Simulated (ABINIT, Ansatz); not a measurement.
# SiGe3 (Pm-3m): phonons by linear response

Aim: the phonon dispersion of SiGe3 (Pm-3m), checked by a second program.

Main program and level: ABINIT 10.8.3; DFT LDA, scalar-relativistic, plane waves, HGH norm-conserving pseudopotentials.

The structure was built from a prototype and need not be the compound's stable phase.

## 1. Starting point

It takes space group Pm-3m (No. 221, cubic). Conventional cell: a = 4.114 Å, b = 4.114 Å, c = 4.114 Å, α = 90.00°, β = 90.00°, γ = 90.00°. Nearest to Si lie 12 Ge at 2.91 Å. Ge has 8 Ge at 2.91 Å and 4 Si at 2.91 Å nearest. Farther neighbours are not listed.

## 2. Relaxing the cell and atoms

The harmonic expansion needs vanishing forces, and a free crystal bears no stress, so cell and atoms are brought to rest. Stress is more sensitive to the basis than forces are: the last 3 Ha under the cutoff are smoothed with ecutsm, and the cutoff is raised above that of the later runs.

The starting cell comes from a relaxation made beforehand in Ansatz (LDA, PseudoDojo NC).

relax.abi

```
# relaxation
ionmov 2
optcell 2
dilatmx 1.08
ntime 40
tolmxf 1.0d-05
tolvrs 1.0d-14
prtwf 0
prtden 0
chksymtnons 0

# basis, mesh and filling
ecut 26.0
ecutsm 3.0
ixc 7
ngkpt 6 6 6
nshiftk 1
shiftk 0.0 0.0 0.0
istwfk *1
occopt 3
tsmear 0.01
nband 14
nstep 100
diemac 1000000.0
prtebands 0
prtgsr 0
useylm 1

# cell and atoms
acell 7.773948627 7.773948627 7.773948627
rprim 
    1.0 0.0 0.0
    0.0 1.0 0.0
    0.0 0.0 1.0
ntypat 2
znucl 14 32
natom 4
typat 1 2 2 2
xred 
    0.0 0.0 0.0
    0.0 0.5 0.5
    0.5 0.0 0.5
    0.5 0.5 0.0
pp_dirpath "./pseudo"
pseudos "Si.hgh, Ge.hgh"
```

Launch:

```sh
$ OMP_NUM_THREADS=1 mpirun -n 4 abinit relax.abi > relax.log
```

Numbers of over 12 decimals in the logs are rounded to 6 here.

relax.abo, the main output file:

```text
[banners, grids, parts of the stress and lines that vanish by symmetry left out]
- input  file    -> relax.abi
- output file    -> relax.abo
- root for input  files -> relaxi
[...]
Symmetries : space group Pm -3 m (#221); Bravais cP (primitive cubic)
[...]
mpw =        3840          nfft =       64000          nkpt =          20
[...]
== DATASET  1 ==================================================================
[...]
cutoff_energies: {ecut:  26.0, pawecutdg:  -1.0, }
[...]
Exchange-correlation functional for the present dataset will be:
  LDA: Perdew-Wang 92 LSD fit to Ceperley-Alder data - ixc=7
[...]
ETOT  1  -15.867876694187    -1.587E+01 2.083E-02 1.423E+02
 ETOT  2  -15.897198069162    -2.932E-02 1.679E-03 1.184E+01
 ETOT  3  -15.899175066243    -1.977E-03 8.671E-04 2.181E-01
 ETOT  4  -15.899212488993    -3.742E-05 2.177E-04 1.507E-04
 ETOT  5  -15.899212520329    -3.134E-08 4.713E-04 4.540E-06
[...]
At SCF step    9       vres2   =  7.00E-16 < tolvrs=  1.00E-14 =>converged.
[...]
sigma(1 1)=  3.65588499E-05  sigma(3 2)=  0.00000000E+00
  sigma(2 2)=  3.65588499E-05  sigma(3 1)=  0.00000000E+00
  sigma(3 3)=  3.65588499E-05  sigma(2 1)=  0.00000000E+00
[...]
convergence: {deltae: -1.315E-12, res2:  6.999E-16, residm:  1.619E-05, diffor: null, }
etotal    :  -1.58992125E+01
[...]
ETOT  1  -15.899262582379    -1.590E+01 1.057E-05 3.909E-04
[...]
At SCF step    7       vres2   =  4.52E-16 < tolvrs=  1.00E-14 =>converged.
[...]
sigma(1 1)=  2.83226384E-05  sigma(3 2)=  0.00000000E+00
  sigma(2 2)=  2.83226384E-05  sigma(3 1)=  0.00000000E+00
  sigma(3 3)=  2.83226384E-05  sigma(2 1)=  0.00000000E+00
[...]
convergence: {deltae:  1.243E-14, res2:  4.517E-16, residm:  3.846E-06, diffor: null, }
etotal    :  -1.58992626E+01
[...]
ETOT  1  -15.899335121311    -1.590E+01 1.021E-03 4.596E-03
[...]
At SCF step    7       vres2   =  4.81E-15 < tolvrs=  1.00E-14 =>converged.
[...]
sigma(1 1)= -5.44880425E-07  sigma(3 2)=  0.00000000E+00
  sigma(2 2)= -5.44880425E-07  sigma(3 1)=  0.00000000E+00
  sigma(3 3)= -5.44880425E-07  sigma(2 1)=  0.00000000E+00
[...]
convergence: {deltae: -3.233E-13, res2:  4.807E-15, residm:  3.833E-06, diffor: null, }
etotal    :  -1.58993357E+01
[...]
ETOT  1  -15.899335731770    -1.590E+01 1.396E-06 1.689E-06
[...]
ETOT  5  -15.899335731986     0.000E+00 2.981E-06 1.359E-13
 ETOT  6  -15.899335731986    -1.563E-13 1.224E-06 1.675E-16
 At SCF step    6       vres2   =  1.68E-16 < tolvrs=  1.00E-14 =>converged.
[...]
sigma(1 1)=  7.69633511E-09  sigma(3 2)=  0.00000000E+00
  sigma(2 2)=  7.69633511E-09  sigma(3 1)=  0.00000000E+00
  sigma(3 3)=  7.69633511E-09  sigma(2 1)=  0.00000000E+00
[...]
convergence: {deltae: -1.563E-13, res2:  1.675E-16, residm:  1.224E-06, diffor: null, }
etotal    :  -1.58993357E+01
[...]
At Broyd/MD step   4, gradients are converged :
[...]
sigma(1 1)=  7.69633511E-09  sigma(3 2)=  0.00000000E+00
  sigma(2 2)=  7.69633511E-09  sigma(3 1)=  0.00000000E+00
  sigma(3 3)=  7.69633511E-09  sigma(2 1)=  0.00000000E+00
[...]
- sigma(1 1)=  2.26433997E-04  sigma(3 2)=  0.00000000E+00
- sigma(2 2)=  2.26433997E-04  sigma(3 1)=  0.00000000E+00
- sigma(3 3)=  2.26433997E-04  sigma(2 1)=  0.00000000E+00
[...]
fcart     -0.0000000000E+00 -0.0000000000E+00 -0.0000000000E+00
           strten      7.6963351146E-09  7.6963351146E-09  7.6963351146E-09
================================================================================

[key lines of the parts left out:]
pressure_GPa:  -2.2643E-04
Total energy (etotal) [Ha]= -1.58993357319858E+01
```

The job ended after 27 s (4 MPI ranks of Intel Xeon at 2.70GHz, shared host).

Relaxation path:

```csv
step,energy less that of the first step (eV),largest force (eV/Å),volume (Å³)
1,0.0000,0.0000,69.62
2,-0.0014,0.0000,69.39
3,-0.0034,0.0000,68.62
4,-0.0034,0.0000,68.63
```

```csv
"conventional cell, symmetrised",before,after,change
a (Å),4.114,4.094,-0.5 %
b (Å),4.114,4.094,-0.5 %
c (Å),4.114,4.094,-0.5 %
volume (Å³/atom),17.40,17.16,-1.4 %
```

Numbers from this step:

| Property | Result |
| --- | --- |
| volume per atom | 17.16 Å³ |
| pressure | -2.26e-4 GPa |
| gap on the k-mesh | 0 eV |

The volume changes by -1.4 % from the cell with which this run began.

## 3. Ground state

First-order wavefunctions inherit every error of the ground state, hence the very tight tolvrs. Occupations are smeared.

gs.abi

```
# ground state
tolvrs 1.0d-16
prtden 1
prtwf 1

# basis, mesh and filling
ecut 20.0
ixc 7
ngkpt 6 6 6
nshiftk 1
shiftk 0.0 0.0 0.0
istwfk *1
occopt 3
tsmear 0.01
nband 14
nstep 100
diemac 1000000.0
prtebands 0
prtgsr 0
useylm 1

# cell and atoms
acell 7.73706503 7.73706503 7.73706503
rprim 
    1.0 0.0 0.0
    0.0 1.0 0.0
    0.0 0.0 1.0
ntypat 2
znucl 14 32
natom 4
typat 1 2 2 2
xred 
    0.0 0.0 0.0
    0.0 0.5 0.5
    0.5 0.0 0.5
    0.5 0.5 0.0
pp_dirpath "./pseudo"
pseudos "Si.hgh, Ge.hgh"
```

Launch:

```sh
$ OMP_NUM_THREADS=1 mpirun -n 4 abinit gs.abi > gs.log
```

gs.abo, the main output file:

```text
[banners, grids, parts of the stress and lines that vanish by symmetry left out]
- input  file    -> gs.abi
- output file    -> gs.abo
- root for input  files -> gsi
[...]
Symmetries : space group Pm -3 m (#221); Bravais cP (primitive cubic)
[...]
mpw =        2008          nfft =       32768          nkpt =          20
[...]
== DATASET  1 ==================================================================
[...]
cutoff_energies: {ecut:  20.0, pawecutdg:  -1.0, }
[...]
Exchange-correlation functional for the present dataset will be:
  LDA: Perdew-Wang 92 LSD fit to Ceperley-Alder data - ixc=7
[...]
ETOT  1  -15.868539590093    -1.587E+01 2.886E-02 7.285E+01
 ETOT  2  -15.896505612955    -2.797E-02 1.310E-03 5.768E+00
 ETOT  3  -15.898356506622    -1.851E-03 7.838E-04 1.053E-01
 ETOT  4  -15.898391604688    -3.510E-05 2.700E-04 1.038E-04
 ETOT  5  -15.898391646690    -4.200E-08 4.825E-04 2.709E-06
[...]
ETOT  9  -15.898391647531    -1.616E-13 5.951E-05 5.104E-16
 ETOT 10  -15.898391647531    -2.576E-13 6.106E-06 3.497E-18
 At SCF step   10       vres2   =  3.50E-18 < tolvrs=  1.00E-16 =>converged.
[...]
sigma(1 1)=  8.60193915E-06  sigma(3 2)=  0.00000000E+00
  sigma(2 2)=  8.60193915E-06  sigma(3 1)=  0.00000000E+00
  sigma(3 3)=  8.60193915E-06  sigma(2 1)=  0.00000000E+00
[...]
convergence: {deltae: -2.576E-13, res2:  3.497E-18, residm:  6.106E-06, diffor: null, }
etotal    :  -1.58983916E+01
[...]
sigma(1 1)=  8.60193915E-06  sigma(3 2)=  0.00000000E+00
  sigma(2 2)=  8.60193915E-06  sigma(3 1)=  0.00000000E+00
  sigma(3 3)=  8.60193915E-06  sigma(2 1)=  0.00000000E+00
[...]
- sigma(1 1)=  2.53077787E-01  sigma(3 2)=  0.00000000E+00
- sigma(2 2)=  2.53077787E-01  sigma(3 1)=  0.00000000E+00
- sigma(3 3)=  2.53077787E-01  sigma(2 1)=  0.00000000E+00
[...]
fcart     -0.0000000000E+00 -0.0000000000E+00 -0.0000000000E+00
           strten      8.6019391460E-06  8.6019391460E-06  8.6019391460E-06
================================================================================

[key lines of the parts left out:]
pressure_GPa:  -2.5308E-01
```

Run time: 4.9 s. Hardware: 4 MPI ranks.

This step gave:

* pressure: -0.2531 GPa

The cell stands at -0.25 GPa: the relaxation ran with a smoothed and higher cutoff, and the difference is a stress of the finite basis.

[end of part 1 of 6]

[Host names and launcher messages were left out of these logs when they were recorded.]

[Logs are printed without paths, hosts, clocks, repeated set-up lines and the standing remarks that a program may print on its own settings, such as how far it seeks lower states.]

[Hosts, paths, dates, database ids (printed as entryN), source tags and the programs' standing remarks are cut or masked in the printed files.]
